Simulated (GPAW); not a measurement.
# How FeNi3 (Awaruite) absorbs and reflects light, part 2 of 2

Aim: the dielectric function of FeNi3 (Awaruite), and the optical constants that follow from it.

GPAW 26.7.0; DFT, revPBE, plane-wave PAW (GPAW data sets), scalar-relativistic, RPA, optical limit.

So far. Step 2 (Ground state): There are states at the Fermi level within the smearing, so the occupations stay smeared and the carriers get a Drude term.

## 4. Dielectric function, RPA

Local fields let the induced charge screen the field inside the cell, which as a rule lowers ε, most along directions where the density is uneven.

This step: DFT, revPBE, plane-wave PAW (GPAW data sets), scalar-relativistic, RPA, optical limit (GPAW 26.7.0).

df.py

```python
from gpaw.response.df import DielectricFunction

df = DielectricFunction('full.gpw', frequencies={'type': 'nonlinear', 'domega0': 0.03, 'omega2': 8},
                        ecut=30,
                        eta=0.15,
                        nbands=52,
                        rate=0.2,
                        txt='df.txt')
for direction in ['x']:
    df.get_dielectric_function(xc='RPA', direction=direction, filename=f'df_{direction}.csv')
```

Launch:

```console
$ OMP_NUM_THREADS=1 python df.py
```

Numbers of over 12 decimals in the logs are rounded to 6 here.

Output:

```text
Using integrator: PointIntegrator
NonLinearFrequencyDescriptor(from 0.000 to 96.040 eV, 537 points)
Nonperiodic BCs:  [False False False]
Using integrator: PointIntegrator
NonLinearFrequencyDescriptor(from 0.000 to 96.040 eV, 537 points)
Nonperiodic BCs:  [False False False]
Using integrator: PointIntegrator

Calculating chi0 body with:
    Ground state adapter containing:
    Number of spins: 2
    Number of kpoints: 1000
    Number of irreducible kpoints: 56
    Number of completely occupied states: 19
    Number of partially occupied states: 33

    Linear response parametrization:
    q_c: [0.0, 0.0, 0.0]
    Number of frequency points: 537
    Planewave cutoff: 30.0
    Number of bands: 52
    Number of planewaves: 19
    Broadening (eta): 0.15

Integrating chi0 body.

Symmetries of q_c:
    Direct symmetries (Uq -> q): 48
    Indirect symmetries (TUq -> q): 0
In total 48 allowed symmetries.

56 groups of equivalent kpoints. 94.400000% reduction.

Integral kind: spectral function

Calculating chi0 optical extensions with:
    Ground state adapter containing:
    Number of spins: 2
    Number of kpoints: 1000
    Number of irreducible kpoints: 56
    Number of completely occupied states: 19
    Number of partially occupied states: 33

    Linear response parametrization:
    Number of frequency points: 537
    Planewave cutoff: 30.0
    Number of bands: 52
    Number of planewaves: 19
    Broadening (eta): 0.15
Integrating chi0 head and wings.

Symmetries of q_c:
    Direct symmetries (Uq -> q): 48
    Indirect symmetries (TUq -> q): 0
In total 48 allowed symmetries.

56 groups of equivalent kpoints. 94.400000% reduction.

Integral kind: spectral function wings

Calculating drude chi0 with:
    Number of frequency points:537
    Plasma frequency decay rate: 0.2 eV

    Ground state adapter containing:
    Number of spins: 2
    Number of kpoints: 1000
    Number of irreducible kpoints: 56
    Number of completely occupied states: 19
    Number of partially occupied states: 33

Symmetries of q_c:
    Direct symmetries (Uq -> q): 48
    Indirect symmetries (TUq -> q): 0
In total 48 allowed symmetries.

56 groups of equivalent kpoints. 94.400000% reduction.

Integral kind: intraband
Plasma frequency:
[[4.82+0.j 0.  +0.j 0.  +0.j]
 [0.  +0.j 4.82+0.j 0.  +0.j]
 [0.  +0.j 0.  +0.j 4.82+0.j]]
```

Run time: 33 s. Hardware: 1 thread of Arm Neoverse V2, shared host; peak memory 0.26 GiB.

Sum at mesh points, not converged in k. Im ε, E ∥ x against photon energy; read off at these points:

| photon energy (eV) | Im ε, E ∥ x |
| --- | --- |
| 1.0 | 44.2 |
| 1.5 | 37.6 |
| 2.0 | 21.4 |
| 2.5 | 16.9 |
| 3.0 | 12.2 |
| 3.5 | 8.08 |
| 4.0 | 6.10 |
| 4.5 | 4.97 |
| 5.0 | 5.03 |
| 5.5 | 5.16 |
| 6.0 | 5.36 |
| 6.5 | 4.46 |
| 7.0 | 3.26 |
| 7.5 | 2.80 |
| 8.0 | 2.88 |
| 8.5 | 2.49 |
| 9.0 | 2.25 |
| 9.5 | 2.13 |
| 10.0 | 2.15 |
| 10.5 | 1.86 |
| 11.0 | 1.67 |
| 11.5 | 1.71 |
| 12.0 | 1.48 |
| 12.5 | 1.43 |
| 13.0 | 1.49 |
| 13.5 | 1.43 |
| 14.0 | 1.35 |
| 14.5 | 1.52 |
| 15.0 | 1.42 |
| 15.5 | 1.34 |
| 16.0 | 1.26 |
| 16.5 | 1.21 |
| 17.0 | 1.09 |
| 17.5 | 1.00 |
| 18.0 | 0.944 |
| 18.5 | 0.878 |
| 19.0 | 0.808 |
| 19.5 | 0.751 |
| 20.0 | 0.677 |
| 20.5 | 0.643 |
| 21.0 | 0.614 |
| 21.5 | 0.627 |
| 22.0 | 0.575 |
| 22.5 | 0.634 |
| 23.0 | 0.620 |
| 23.5 | 0.615 |
| 24.0 | 0.646 |
| 24.5 | 0.613 |
| 25.0 | 0.633 |
| 25.5 | 0.560 |

Values under 1 per cm are given as 1; sum at mesh points, not converged in k. Table of absorption coefficient, E ∥ x by photon energy:

photon energy (eV), log10 absorption coefficient, E ∥ x (1/cm) and a bar from the least value:
```
     1.01        5.7 
     1.99        5.9 ###############
     3.02        6.0 ######################
     3.98        6.0 #####################
     4.98        6.0 ##################
     6.02        6.1 ############################
     6.99        6.1 ##########################
     8.03        6.0 #########################
     9.02        6.0 #########################
    10.03        6.1 ##########################
    11.03        6.0 #########################
    12.02        6.0 #########################
    13.00        6.1 #########################
    14.04        6.0 #########################
    14.96        6.1 #############################
    16.03        6.1 ##############################
    16.96        6.1 ##############################
    18.05        6.1 #############################
    18.97        6.1 ###########################
    20.06        6.0 ########################
    20.95        6.0 ####################
    22.02        6.0 ###################
    23.01        6.0 ######################
    24.04        6.0 #########################
    24.97        6.1 ##########################
```

Sum at mesh points, not converged in k. Table of loss function −Im 1/ε at q → 0, E ∥ x by energy loss; read off at these points:

| energy loss (eV) | loss function −Im 1/ε at q → 0, E ∥ x |
| --- | --- |
| 1.00 | 0.0225 |
| 1.50 | 0.0252 |
| 2.00 | 0.0404 |
| 2.50 | 0.0486 |
| 3.00 | 0.0582 |
| 3.50 | 0.0828 |
| 4.00 | 0.110 |
| 4.50 | 0.158 |
| 5.00 | 0.189 |
| 5.50 | 0.187 |
| 6.00 | 0.155 |
| 6.50 | 0.192 |
| 7.00 | 0.249 |
| 7.50 | 0.313 |
| 8.00 | 0.325 |
| 8.50 | 0.364 |
| 9.00 | 0.408 |
| 9.50 | 0.434 |
| 10.00 | 0.450 |
| 10.50 | 0.511 |
| 11.00 | 0.586 |
| 11.50 | 0.578 |
| 12.00 | 0.667 |
| 12.50 | 0.700 |
| 13.00 | 0.673 |
| 13.50 | 0.699 |
| 14.00 | 0.730 |
| 14.50 | 0.652 |
| 15.00 | 0.702 |
| 15.50 | 0.743 |
| 16.00 | 0.793 |
| 16.50 | 0.828 |
| 17.00 | 0.915 |
| 17.50 | 1.000 |
| 18.00 | 1.06 |
| 18.50 | 1.13 |
| 19.00 | 1.23 |
| 19.50 | 1.30 |
| 20.00 | 1.43 |
| 20.50 | 1.44 |
| 20.57 | 1.45 |
| 21.00 | 1.39 |
| 21.50 | 1.32 |
| 22.00 | 1.35 |
| 22.50 | 1.20 |
| 23.00 | 1.26 |
| 23.50 | 1.15 |
| 24.00 | 1.27 |
| 24.50 | 1.28 |
| 25.00 | 1.33 |
| 25.50 | 1.47 |

Sum at mesh points, not converged in k. Table of Im ε, E ∥ x by photon energy; read off at these points:

| photon energy (eV) | without local fields | with local fields |
| --- | --- | --- |
| 1 | 44.4 | 44.2 |
| 2 | 21.4 | 21.4 |
| 3 | 12.1 | 12.2 |
| 4 | 6.08 | 6.10 |
| 5 | 5.02 | 5.03 |
| 6 | 5.36 | 5.36 |
| 7 | 3.26 | 3.26 |
| 8 | 2.88 | 2.88 |
| 9 | 2.25 | 2.25 |
| 10 | 2.15 | 2.15 |
| 11 | 1.67 | 1.67 |
| 12 | 1.49 | 1.48 |
| 13 | 1.49 | 1.49 |
| 14 | 1.35 | 1.35 |
| 15 | 1.43 | 1.42 |
| 16 | 1.26 | 1.26 |
| 17 | 1.09 | 1.09 |
| 18 | 0.945 | 0.944 |
| 19 | 0.809 | 0.808 |
| 20 | 0.676 | 0.677 |
| 21 | 0.614 | 0.614 |
| 22 | 0.575 | 0.575 |
| 23 | 0.620 | 0.620 |
| 24 | 0.647 | 0.646 |
| 25 | 0.633 | 0.633 |

The reflectivity at normal incidence, E ∥ x has structure finer than the step of the table below, so its rows give means over 1 eV, whole bins alone (the curve runs from 0.619 to 25.6 eV). Peaks (eV: height): 6.1: 45.3.

Sum at mesh points, not converged in k. Reflectivity at normal incidence, E ∥ x against photon energy; means over each step:

| photon energy (eV) | reflectivity at normal incidence, E ∥ x (%) |
| --- | --- |
| 2 | 64.5 |
| 3 | 61.2 |
| 4 | 53.1 |
| 5 | 38.8 |
| 6 | 40.2 |
| 7 | 40.1 |
| 8 | 32.1 |
| 9 | 29.6 |
| 10 | 26.5 |
| 11 | 23.4 |
| 12 | 20.5 |
| 13 | 17.1 |
| 14 | 15.7 |
| 15 | 17.5 |
| 16 | 17.8 |
| 17 | 18.0 |
| 18 | 16.8 |
| 19 | 15.6 |
| 20 | 13.6 |
| 21 | 10.6 |
| 22 | 8.73 |
| 23 | 8.10 |
| 24 | 8.46 |
| 25 | 9.55 |

At chosen wavelengths:

| wavelength (nm) | n | k | R (%) | 1/α |
| --- | --- | --- | --- | --- |
| 1064 | 4.45 | 4.772 | 66.1 | 18 nm |
| 800 | 3.68 | 4.890 | 67.9 | 13 nm |
| 633 | 2.71 | 4.046 | 64.0 | 12 nm |
| 450 | 2.04 | 3.477 | 61.8 | 10 nm |
| 405 | 1.74 | 3.295 | 62.1 | 9.8 nm |
| 365 | 1.47 | 2.874 | 59.0 | 10 nm |
| 193 | 1.23 | 1.770 | 39.2 | 8.7 nm |

In reflection the computed colour is light grey: x = 0.315, y = 0.330, luminous reflectivity 62 %.

## 5. Summary of results

At this level (revPBE, RPA) FeNi3 is a metal. The mesh is too coarse to trust the carriers' weight, the reflectivity or the colour to better than tens of per cent. In reflection the computed colour is light grey: x = 0.315, y = 0.330, luminous reflectivity 62 %. The carriers' damping of 0.2 eV is typed, not computed; it shapes the response at the lowest energies. The magnetic state comes from one start and need not be the lowest. The curves end at 26 eV, about where the summed bands run out. In this version of GPAW the matrix elements of the optical limit are incomplete, which can lower ε − 1 by up to a tenth where first-row anions or d states rule, and shift it by more in d metals. GPAW's carrier term has the form −ωp²/(ω + i·rate)², which damps like twice the rate and fails at low energy, so the curves leave the lowest energies out. The sum runs over mesh points 0.18 Å⁻¹ apart with no interpolation, so peaks are partly noise of the mesh, and the Drude plasma energy, a sum over the Fermi surface, isn't converged.

[Machine, clock and banner lines and Python warnings are left out of the logs.]

[Logs are printed without paths, hosts, clocks, repeated set-up lines and the standing remarks that a program may print on its own settings, such as how far it seeks lower states.]

[Hosts, paths, dates, database ids (printed as entryN), source tags and the programs' standing remarks are cut or masked in the printed files.]
